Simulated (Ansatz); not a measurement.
# twin(10-11) boundary in hcp Co: structure and resistance

Wanted: what the twin(10-11) boundary in hcp Co costs an interconnect.

Main program and level: Ansatz 0.2.0; Ansatz plane-wave DFT, PBE, PAW files, collinear spin; relaxation of a bicrystal slab with its lowest layers held; PAW set soft_1, in the first sound run; inputs show where later runs differ.

### 1. The structure

The cell holds 20 atoms: 20 Co. Cell: a = 4.796 Å, b = 2.505 Å, c = 28.889 Å, α = 90.0°, β = 90.0°, γ = 74.9°. It derives from Co. built on the (1 0 1) plane; 2 overlapping atoms removed and the grains opened by 0 Å. Vacuum lies along c.

### 2. Relaxing the bicrystal

The boundary is built by mirroring the lower grain in the boundary plane and removing any atoms that overlap. A thin bicrystal slab is relaxed first, with the lowest layers held and the upper grain free to shift and open.

Input file input.yaml:

```yaml
crystal:
  lattice:
    - [4.7957693491, 0.0, 0.0]
    - [0.6544340129, 2.4184179297, 0.0]
    - [0.0, 0.0, 28.8887866852]
  atoms:
    - { symbol: Co, position: [0.6287194994, 0.477306917, 0.1730775354], spin: 2.0 }
    - { symbol: Co, position: [0.0921061869, 0.7456135732, 0.1841352036], spin: 2.0 }
    - { symbol: Co, position: [0.4090396245, 0.0871468544, 0.2394235449], spin: 2.0 }
    - { symbol: Co, position: [0.8724263121, 0.3554535106, 0.2504812132], spin: 2.0 }
    - { symbol: Co, position: [0.1893597497, 0.6969867919, 0.3057695544], spin: 2.0 }
    - { symbol: Co, position: [0.6527464372, 0.965293448, 0.3168272227], spin: 2.0 }
    - { symbol: Co, position: [0.9696798748, 0.3068267293, 0.3721155639], spin: 2.0 }
    - { symbol: Co, position: [0.4330665624, 0.5751333854, 0.3831732322], spin: 2.0 }
    - { symbol: Co, position: [0.75, 0.9166666667, 0.4384615735], spin: 2.0 }
    - { symbol: Co, position: [0.2133866875, 0.1849733228, 0.4495192417], spin: 2.0 }
    - { symbol: Co, position: [0.4330665624, 0.5751333854, 0.5158652512], spin: 2.0 }
    - { symbol: Co, position: [0.9696798748, 0.3068267293, 0.5269229195], spin: 2.0 }
    - { symbol: Co, position: [0.6527464372, 0.965293448, 0.5822112607], spin: 2.0 }
    - { symbol: Co, position: [0.1893597497, 0.6969867919, 0.593268929], spin: 2.0 }
    - { symbol: Co, position: [0.8724263121, 0.3554535106, 0.6485572702], spin: 2.0 }
    - { symbol: Co, position: [0.4090396245, 0.0871468544, 0.6596149385], spin: 2.0 }
    - { symbol: Co, position: [0.0921061869, 0.7456135732, 0.7149032798], spin: 2.0 }
    - { symbol: Co, position: [0.6287194994, 0.477306917, 0.725960948], spin: 2.0 }
    - { symbol: Co, position: [0.3117860617, 0.1357736357, 0.7812492893], spin: 2.0 }
    - { symbol: Co, position: [0.8483993742, 0.8674669796, 0.7923069575], spin: 2.0 }
magnetization:
  spin_polarized: true
kpoints:
  mp_grid: { grid: [10, 10, 1] }
hamiltonian:
  xc: pbe
  pseudopotentials: { kind: paw, azcp: { folder: soft_1 } }
scf:
  occupations: { method: fermi_dirac, width: 0.1 }
relax:
  f_tol: 0.03
  max_steps: 80
  constraints: [{ sites: [0, 1, 2, 3] }]
```

Started as:

```console
> ansatz run input.yaml --threads 8 --pin off --max-ram 15360MiB --backend cpu --events-out ev --progress --plain --runs-dir out
```

Numbers of over 12 decimals in the logs are rounded to 6 here.

Output:

```text
Engine: ansatz 0.2.0, aarch64-unknown-linux-gnu
Pseudopotentials: kind: paw
Pseudopotential: Co, paw, valence charge 17, recommended cutoff 420 eV (normal), soft_1/Co.paw.azcp
Functional definition: PBE
  parameter kappa = 0.804
  parameter beta = 0.066725
  exchange = pbe_x(kappa = kappa, mu = beta*pi^2/3)
  correlation = pbe_c(beta = beta)
Crystal: 20 atoms, lattice volume = 335.057 Å³
Basis set: ecut = 420 eV, 6471 PW (Γ), exchange–correlation on 72×36×400 points (8 copies of the dense FFT grid, shifted against one another)
Bands: 228, of which v1, the nominal top of the filled ones, is band 170 counted from 1 (169 counted from 0)
Symmetry: 2 space group operations
Space group: Cm (ITA 8), of the structure as read, at distance tolerance 6.9e-5 Å
Magnetic group: BNS 8.32 (UNI 39), of the structure as read, at distance tolerance 6.9e-5 Å
k-points: 31 of 100 (time reversal used)
Non-local potential: Co, projectors of the file, l = 0: 3, l = 1: 2, l = 2: 3, l = 3: 1
PAW form: soft (Blöchl's): semilocal exchange-correlation on the pseudo side does not see the compensation charge
PAW one-centre angular grid: Co, 590 points (default); XC on 64 Gauss nodes
Initial density: superposition of atomic densities (neutral atoms: chi_scale 0, normalization atom)
Starting moments: Σ|m| = 40 μB on 20 of 20 sites
Initial wavefunctions: pseudopotential atomic-orbital guess
Functional: x = pbe(κ = 0.804, μ = 0.219515), c = pbe(β = 0.066725)
SCF iter   1: F=—  HF=-102511.606325 eV  |F-HF|=—  |Δ(HF+E_count)|=         —  Δρ=5.13e-2 (↑1.91e-2 ↓5.13e-2)  dr2=3.58e1  dr2_m=1.43e0  M=37.073 μB ∫|m|=38.461 μB  β_m=0.30  ethr=3.10e-3  ⟨swp⟩=6.3  Hψ=54991  notcnv=0  defer=1140
Mixer restart at iter 1: flushing history
preconditioner: auto → LDOS  [metal: Δε(μ)=0.001 eV  Ē_g=7.840 eV  σ=0.100 eV  W_gap=0.00  n_scr=100 (ndim 8)  ℏωp=27.2 eV  f_vac=0.290  D(μ)=21.39/eV (n_scr^D=246)]
spin=Collinear: LDOS preconditioning applied to the charge; magnetization (m = ρ↑ − ρ↓) channel mixes plain (no charge-response kernel on spin).
SCF iter   2: F=—  HF=-102506.263147 eV  |F-HF|=—  |Δ(HF+E_count)|=    5.34e0  Δρ=3.13e-2 (↑3.13e-2 ↓1.37e-2)  dr2=5.27e0  dr2_m=8.52e-1  M=36.462 μB ∫|m|=38.415 μB  β_m=0.30  ethr=3.10e-3  ⟨swp⟩=2.8  Hψ=23815  notcnv=0  defer=1592
SCF iter   3: F=—  HF=-102511.500916 eV  |F-HF|=—  |Δ(HF+E_count)|=    5.24e0  Δρ=1.82e-2 (↑1.82e-2 ↓9.13e-3)  dr2=1.93e0  dr2_m=3.09e-1  M=35.958 μB ∫|m|=38.178 μB  β_m=0.51  ethr=1.55e-3  ⟨swp⟩=2.5  Hψ=18716  notcnv=0  defer=1627
SCF iter   4: F=—  HF=-102518.143961 eV  |F-HF|=—  |Δ(HF+E_count)|=    6.64e0  Δρ=6.72e-3 (↑5.64e-3 ↓6.72e-3)  dr2=2.81e-1  dr2_m=2.27e-2  M=34.790 μB ∫|m|=37.798 μB  β_m=0.75  ethr=5.68e-4  ⟨swp⟩=2.8  Hψ=22321  notcnv=0  defer=1627
SCF iter   5: F=—  HF=-102519.389014 eV  |F-HF|=—  |Δ(HF+E_count)|=         —  Δρ=9.07e-3 (↑6.48e-3 ↓9.07e-3)  dr2=7.67e-1  dr2_m=4.31e-2  M=33.857 μB ∫|m|=37.154 μB  β_m=0.75  ethr=8.26e-5  ⟨swp⟩=2.3  Hψ=28100  notcnv=0  defer=1656
SCF iter   6: F=—  HF=-102519.136239 eV  |F-HF|=—  |Δ(HF+E_count)|=   2.53e-1  Δρ=8.58e-3 (↑8.58e-3 ↓6.26e-3)  dr2=4.96e-1  dr2_m=8.38e-3  M=33.635 μB ∫|m|=37.093 μB  β_m=0.63  ethr=8.26e-5  ⟨swp⟩=3.0  Hψ=28862  notcnv=0  defer=1719
SCF iter   7: F=—  HF=-102519.223363 eV  |F-HF|=—  |Δ(HF+E_count)|=   8.71e-2  Δρ=3.83e-3 (↑3.83e-3 ↓2.71e-3)  dr2=1.04e-1  dr2_m=4.09e-3  M=33.748 μB ∫|m|=37.084 μB  β_m=0.56  ethr=8.26e-5  ⟨swp⟩=2.1  Hψ=22409  notcnv=0  defer=1713
SCF iter   8: F=—  HF=-102519.234260 eV  |F-HF|=—  |Δ(HF+E_count)|=   1.09e-2  Δρ=1.25e-3 (↑1.25e-3 ↓5.91e-4)  dr2=9.32e-3  dr2_m=8.23e-4  M=33.836 μB ∫|m|=37.099 μB  β_m=0.53  ethr=3.07e-5  ⟨swp⟩=2.0  Hψ=20658  notcnv=0  defer=1713
SCF iter   9: F=—  HF=-102519.231742 eV  |F-HF|=—  |Δ(HF+E_count)|=   2.52e-3  Δρ=3.56e-4 (↑3.30e-4 ↓3.56e-4)  dr2=8.37e-4  dr2_m=1.78e-4  M=33.843 μB ∫|m|=37.101 μB  β_m=0.50  ethr=2.74e-6  ⟨swp⟩=2.5  Hψ=26756  notcnv=0  defer=1713
SCF iter  10: F=—  HF=-102519.232036 eV  |F-HF|=—  |Δ(HF+E_count)|=   2.94e-4  Δρ=2.62e-4 (↑1.39e-4 ↓2.62e-4)  dr2=3.93e-4  dr2_m=4.32e-5  M=33.833 μB ∫|m|=37.090 μB  β_m=0.47  ethr=2.46e-7  ⟨swp⟩=2.7  Hψ=23991  notcnv=0  defer=1713
SCF iter  11: F=—  HF=-102519.232052 eV  |F-HF|=—  |Δ(HF+E_count)|=   1.66e-5  Δρ=6.38e-5 (↑6.38e-5 ↓5.15e-5)  dr2=3.09e-5  dr2_m=2.11e-6  M=33.829 μB ∫|m|=37.086 μB  β_m=0.42  ethr=1.16e-7  ⟨swp⟩=2.0  Hψ=19213  notcnv=0  defer=1713
SCF iter  12: F=—  HF=-102519.232045 eV  |F-HF|=—  |Δ(HF+E_count)|=   7.03e-6  Δρ=2.19e-5 (↑1.70e-5 ↓2.19e-5)  dr2=2.05e-6  dr2_m=5.96e-7  M=33.828 μB ∫|m|=37.084 μB  β_m=0.51  ethr=9.08e-9  ⟨swp⟩=2.6  Hψ=22303  notcnv=0  defer=1713
SCF iter  13: F=-102519.232031 eV  HF=-102519.232047 eV  |F-HF|=1.57e-5  |Δ(HF+E_count)|=   1.53e-6  Δρ=2.66e-5 (↑1.45e-5 ↓2.66e-5)  dr2=1.67e-5  dr2_m=3.67e-7  M=33.829 μB ∫|m|=37.084 μB  ethr=6.04e-10  ⟨swp⟩=1.7  Hψ=44923  notcnv=0
SCF 1 converged in 13 iterations: F = -102519.232031 eV  dr2 = 1.67e-5
  greatest PAW one-centre occupation: 1.001 electrons in one spin orbital (limit 2), on the Co atom at site 0 (counted from 0), in its partial waves of l = 1
relax step   1: F+E_penalty+E_count = -102519.23203102 eV  Δ(F+E_penalty+E_count) = +0.000e0 eV  max|allowed force component| = 9.572e-1 eV/Å  Δτ_max = 0.0000 Å  (13 SCF iters, dr2 threshold 2.25e-5 eV, accepted)
Initial density: handed on by an earlier stage of this run
Starting moments: Σ|m| = 40 μB on 20 of 20 sites; this step starts from the density that it was given
Initial wavefunctions: those handed on with the density
iter 1 solved again at ethr=8.82e-4 eV; its pass at ethr=3.10e-3 eV (dr2=3.00e0 eV) is discarded
SCF iter   1: F=—  HF=-102519.507755 eV  |F-HF|=—  |Δ(HF+E_count)|=         —  Δρ=1.07e-2 (↑1.07e-2 ↓8.21e-3)  dr2=2.96e0  dr2_m=1.67e-1  M=33.715 μB ∫|m|=36.916 μB  β_m=0.30  ethr=8.82e-4  ⟨swp⟩=1.3  Hψ=54881  notcnv=0  defer=1495
preconditioner: auto → LDOS  [metal: Δε(μ)=0.004 eV  Ē_g=7.870 eV  σ=0.100 eV  W_gap=0.01  n_scr=100 (ndim 8)  ℏωp=27.2 eV  f_vac=0.305  D(μ)=20.86/eV (n_scr^D=238)]
spin=Collinear: LDOS preconditioning applied to the charge; magnetization (m = ρ↑ − ρ↓) channel mixes plain (no charge-response kernel on spin).
SCF iter   2: F=—  HF=-102519.456203 eV  |F-HF|=—  |Δ(HF+E_count)|=   5.16e-2  Δρ=6.89e-3 (↑6.89e-3 ↓5.23e-3)  dr2=6.17e-1  dr2_m=6.54e-2  M=33.720 μB ∫|m|=36.936 μB  β_m=0.41  ethr=8.71e-4  ⟨swp⟩=2.0  Hψ=17665  notcnv=0  defer=1713
[...]
relax step   4: F+E_penalty+E_count = -102519.70331292 eV  Δ(F+E_penalty+E_count) = -2.382e-2 eV  max|allowed force component| = 4.253e-2 eV/Å  Δτ_max = 0.1335 Å  (10 SCF iters, dr2 threshold 8.04e-6 eV, accepted)
[...]
relax step   5: F+E_penalty+E_count = -102519.70289871 eV  Δ(F+E_penalty+E_count) = +4.142e-4 eV  max|allowed force component| = 4.639e-2 eV/Å  Δτ_max = 0.0167 Å  (12 SCF iters, rejected (line search))
SCF iter   1: F=—  HF=-102519.703784 eV  |F-HF|=—  |Δ(HF+E_count)|=         —  Δρ=6.03e-4 (↑6.03e-4 ↓3.72e-4)  dr2=3.21e-3  dr2_m=4.12e-4  M=33.489 μB ∫|m|=36.657 μB  β_m=0.65  ethr=9.72e-6  ⟨swp⟩=3.1  Hψ=26487  notcnv=0  defer=1723
preconditioner: auto → LDOS  [metal: Δε(μ)=0.000 eV  Ē_g=7.934 eV  σ=0.100 eV  W_gap=0.00  n_scr=38 (ndim 8)  ℏωp=27.2 eV  f_vac=0.315  D(μ)=20.41/eV (n_scr^D=222)]
spin=Collinear: LDOS preconditioning applied to the charge; magnetization (m = ρ↑ − ρ↓) channel mixes plain (no charge-response kernel on spin).
SCF iter   2: F=—  HF=-102519.704077 eV  |F-HF|=—  |Δ(HF+E_count)|=   2.92e-4  Δρ=3.79e-4 (↑3.79e-4 ↓2.33e-4)  dr2=3.50e-3  dr2_m=9.98e-5  M=33.489 μB ∫|m|=36.658 μB  β_m=0.30  ethr=9.44e-7  ⟨swp⟩=2.1  Hψ=22743  notcnv=0  defer=1723
SCF iter   3: F=—  HF=-102519.703694 eV  |F-HF|=—  |Δ(HF+E_count)|=   3.82e-4  Δρ=2.27e-4 (↑2.27e-4 ↓1.58e-4)  dr2=2.04e-4  dr2_m=8.06e-5  M=33.488 μB ∫|m|=36.657 μB  β_m=0.42  ethr=9.44e-7  ⟨swp⟩=2.0  Hψ=17315  notcnv=0  defer=1723
SCF iter   4: F=—  HF=-102519.703801 eV  |F-HF|=—  |Δ(HF+E_count)|=   1.06e-4  Δρ=8.33e-5 (↑8.21e-5 ↓8.33e-5)  dr2=9.75e-5  dr2_m=1.75e-5  M=33.488 μB ∫|m|=36.656 μB  β_m=0.47  ethr=6.00e-8  ⟨swp⟩=2.0  Hψ=19795  notcnv=0  defer=1723
SCF iter   5: F=—  HF=-102519.703821 eV  |F-HF|=—  |Δ(HF+E_count)|=   1.99e-5  Δρ=5.77e-5 (↑3.49e-5 ↓5.77e-5)  dr2=8.32e-6  dr2_m=6.03e-6  M=33.487 μB ∫|m|=36.656 μB  β_m=0.59  ethr=2.87e-8  ⟨swp⟩=1.4  Hψ=14644  notcnv=0  defer=1723
SCF iter   6: F=—  HF=-102519.703827 eV  |F-HF|=—  |Δ(HF+E_count)|=   6.63e-6  Δρ=4.39e-5 (↑4.39e-5 ↓1.68e-5)  dr2=1.20e-5  dr2_m=2.06e-6  M=33.487 μB ∫|m|=36.655 μB  β_m=0.58  ethr=2.45e-9  ⟨swp⟩=2.8  Hψ=27654  notcnv=0  defer=1723
SCF iter   7: F=—  HF=-102519.703827 eV  |F-HF|=—  |Δ(HF+E_count)|=   5.75e-7  Δρ=1.38e-5 (↑1.38e-5 ↓1.04e-5)  dr2=8.77e-7  dr2_m=3.31e-7  M=33.486 μB ∫|m|=36.655 μB  β_m=0.63  ethr=2.45e-9  ⟨swp⟩=2.0  Hψ=19702  notcnv=0  defer=1723
SCF iter   8: F=—  HF=-102519.703827 eV  |F-HF|=—  |Δ(HF+E_count)|=   2.75e-8  Δρ=7.82e-6 (↑7.82e-6 ↓5.15e-6)  dr2=6.20e-7  dr2_m=5.43e-8  M=33.486 μB ∫|m|=36.655 μB  β_m=0.54  ethr=2.58e-10  ⟨swp⟩=2.9  Hψ=25779  notcnv=0  defer=1723
SCF iter   9: F=—  HF=-102519.703827 eV  |F-HF|=—  |Δ(HF+E_count)|=   7.70e-8  Δρ=3.01e-6 (↑3.01e-6 ↓1.67e-6)  dr2=1.09e-7  dr2_m=9.42e-9  M=33.486 μB ∫|m|=36.654 μB  β_m=0.53  ethr=1.82e-10  ⟨swp⟩=2.0  Hψ=19583  notcnv=0  defer=1723
SCF iter  10: F=—  HF=-102519.703827 eV  |F-HF|=—  |Δ(HF+E_count)|=   1.08e-8  Δρ=1.35e-6 (↑1.35e-6 ↓1.30e-6)  dr2=6.78e-9  dr2_m=4.21e-9  M=33.486 μB ∫|m|=36.654 μB  β_m=0.69  ethr=3.20e-11  ⟨swp⟩=2.2  Hψ=20325  notcnv=0  defer=1723
SCF iter  11: F=-102519.703827 eV  HF=-102519.703827 eV  |F-HF|=9.16e-8  |Δ(HF+E_count)|=   9.78e-9  Δρ=2.27e-6 (↑9.25e-7 ↓2.27e-6)  dr2=9.47e-8  dr2_m=2.15e-9  M=33.486 μB ∫|m|=36.654 μB  ethr=2.00e-12  ⟨swp⟩=1.5  Hψ=46584  notcnv=0
SCF 6 converged in 11 iterations: F = -102519.703827 eV  dr2 = 9.47e-8
relax step   6: F+E_penalty+E_count = -102519.70382664 eV  Δ(F+E_penalty+E_count) = -5.137e-4 eV  max|allowed force component| = 3.197e-3 eV/Å  Δτ_max = 0.0070 Å  (11 SCF iters, accepted)
SCF converged after 11 iterations
Magnetization: 33.4861 μB (186.7431 up, 153.2569 down)
Absolute magnetization: 36.6898 μB (∫|ρ↑−ρ↓|, with the PAW one-centre terms)
Spin contamination: 0.6251 ħ² per cell (⟨S²⟩ above its minimum at these occupations)
Per-site moments (μB) at R_I (Å): [(1.889689, 1.033141), (1.829286, 1.033141), (1.735024, 1.013871), (1.744170, 1.024640), (1.713761, 1.021074), (1.688779, 1.013871), (1.726343, 0.968322), (1.714570, 1.001197), (1.737970, 1.021950), (1.705765, 0.968322), (1.713862, 1.000830), (1.726623, 0.968472), (1.699671, 1.011689), (1.711183, 1.021606), (1.698353, 1.020976), (1.716027, 1.011689), (1.738247, 0.990503), (1.710873, 1.012073), (1.809393, 1.012073), (1.862867, 0.990503)]
Free energy (F): -102519.703827 eV
Harris-Foulkes:  -102519.703827 eV  (|F-HF|=9.16e-8)
Internal energy: -102519.019452 eV  (E = F + TS)
E sigma→0 (E₀):  -102519.361639 eV
Entropy (-TS):   -0.684375 eV (-34.219 meV/atom)
Fermi energy:    10.535798 eV
--- Per-component energies (eV) ---
  E_band       = -7644.523985
  E_kinetic    = 5821.744906
  E_local      = -569207.273038  (includes V_loc(G=0)·N_el)
  E_nonlocal   = 8694.020751
  E_hartree    = 280248.910524
  E_xc         = -1835.207757
  E_vxc        = -2361.282407  (∫ρ·V_xc dr)
  E_paw        = -31434.502091  (= ΣΔE_a)
  E_vpaw       = -11089.540476  (= ΣTr[D̂ρ^β])
  E_aug_tail   = -0.000137  (compensation charges beyond the density's cutoff)
  E_ewald      = 205193.287390
  E_smearing   = -0.684375  (= −TS)
  E_closure    = -0.000000  (closes the sum)
  Σ components = -102519.703827   (vs F -102519.703827, Δ=0.00e0)
--- Forces (eV/Å), atoms counted from 1 ---
  atom   1  Co    -0.03952899     0.01069671     0.46076168
  atom   2  Co     0.11269386    -0.03049543     0.24696745
  atom   3  Co    -0.04216751     0.01141071    -0.32485214
  atom   4  Co    -0.03301227     0.00893326    -0.38837334
  atom   5  Co    -0.00057726     0.00015621     0.00147900
  atom   6  Co     0.00319690    -0.00086509     0.00016753
  atom   7  Co     0.00038468    -0.00010410    -0.00160178
  atom   8  Co     0.00040701    -0.00011014     0.00045484
  atom   9  Co     0.00001170    -0.00000317    -0.00086362
  atom  10  Co    -0.00130387     0.00035283     0.00135712
  atom  11  Co     0.00073581    -0.00019911    -0.00299990
  atom  12  Co     0.00051832    -0.00014026     0.00017937
  atom  13  Co    -0.00050733     0.00013728     0.00182047
  atom  14  Co    -0.00046638     0.00012620     0.00303435
  atom  15  Co     0.00095242    -0.00025773    -0.00044282
  atom  16  Co    -0.00096212     0.00026035     0.00173093
  atom  17  Co     0.00136320    -0.00036889    -0.00046453
  atom  18  Co     0.00027929    -0.00007558     0.00079988
  atom  19  Co    -0.00085177     0.00023049     0.00074613
  atom  20  Co    -0.00116498     0.00031525     0.00001914
  max |Σ_I F_I| component: 8.02e-5 eV/Å
--- Relaxed structure (6 steps of the walk, 5 accepted, 0 SCFs on fresh bases) ---
  F+E_penalty+E_count = -102519.70382664 eV   max|allowed force component| = 3.197e-3 eV/Å
  atoms:
    - { symbol: Co, position: [0.628719, 0.477307, 0.173078] }
    - { symbol: Co, position: [0.092106, 0.745614, 0.184135] }
    - { symbol: Co, position: [0.409040, 0.087147, 0.239424] }
    - { symbol: Co, position: [0.8724263121, 0.355454, 0.2504812132] }
    - { symbol: Co, position: [0.185857, 0.698738, 0.305601] }
    - { symbol: Co, position: [0.647765, 0.967784, 0.315419] }
    - { symbol: Co, position: [0.957444, 0.312945, 0.370965] }
    - { symbol: Co, position: [0.436193, 0.573570, 0.381316] }
    - { symbol: Co, position: [0.734120, 0.924606, 0.442402] }
    - { symbol: Co, position: [0.198949, 0.192192, 0.442416] }
    - { symbol: Co, position: [0.436303, 0.573515, 0.503462] }
    - { symbol: Co, position: [0.957164, 0.313085, 0.513857] }
    - { symbol: Co, position: [0.648204, 0.967565, 0.569401] }
    - { symbol: Co, position: [0.185572, 0.698880, 0.579194] }
    - { symbol: Co, position: [0.872859, 0.355237, 0.634426] }
    - { symbol: Co, position: [0.409080, 0.087127, 0.645159] }
    - { symbol: Co, position: [0.094195, 0.744569, 0.700490] }
    - { symbol: Co, position: [0.631161, 0.476086, 0.710848] }
    - { symbol: Co, position: [0.323337, 0.129998, 0.764696] }
    - { symbol: Co, position: [0.856604, 0.863365, 0.774377] }
```

Elapsed: 24 min, on 8 threads of Arm Neoverse N1, shared host; peak memory 5 GiB; 3.1 h of CPU time.

Step by step:

| step | energy less that of the first step (eV) | largest force component (eV/Å) |
| --- | --- | --- |
| 1 | 0.0000 | 0.9572 |
| 2 | -0.2727 | 0.7944 |
| 3 | -0.4475 | 0.2669 |
| 4 | -0.4713 | 0.0425 |
| 5 | -0.4709 | 0.0464 |
| 6 | -0.4718 | 0.0032 |

Relaxation step 5 was tried and not accepted.

Forces are held to the 2 operations that the run works with; a distortion that breaks them can't arise in this run.

The atoms that moved most (Å):

| atom | dx | dy | dz | length |
| --- | --- | --- | --- | --- |
| Co20 | 0.037 | -0.010 | -0.518 | 0.519 |
| Co19 | 0.052 | -0.014 | -0.478 | 0.481 |
| Co18 | 0.011 | -0.003 | -0.437 | 0.437 |
| Co16 | 0.000 | 0.000 | -0.418 | 0.418 |
| Co17 | 0.009 | -0.003 | -0.416 | 0.416 |
| Co15 | 0.002 | -0.001 | -0.408 | 0.408 |
| Co14 | -0.017 | 0.005 | -0.407 | 0.407 |
| Co12 | -0.056 | 0.015 | -0.377 | 0.382 |

This step gave:

| Property | Result |
| --- | --- |
| free energy | -102519.7038 eV |
| energy at zero smearing | -102519.3616 eV |
| Fermi energy | 10.54 eV |
| magnetization | 33.49 μB |
| absolute magnetization | 36.69 μB |

The largest force component on a free atom ends at 0.0032 eV/Å, under the tolerance of 0.03, after 6 steps.

(Continued in part 2 of 3.)

[Logs are printed without paths, hosts, clocks, repeated set-up lines and the standing remarks that a program may print on its own settings, such as how far it seeks lower states.]

[Hosts, paths, dates, database ids (printed as entryN), source tags and the programs' standing remarks are cut or masked in the printed files.]
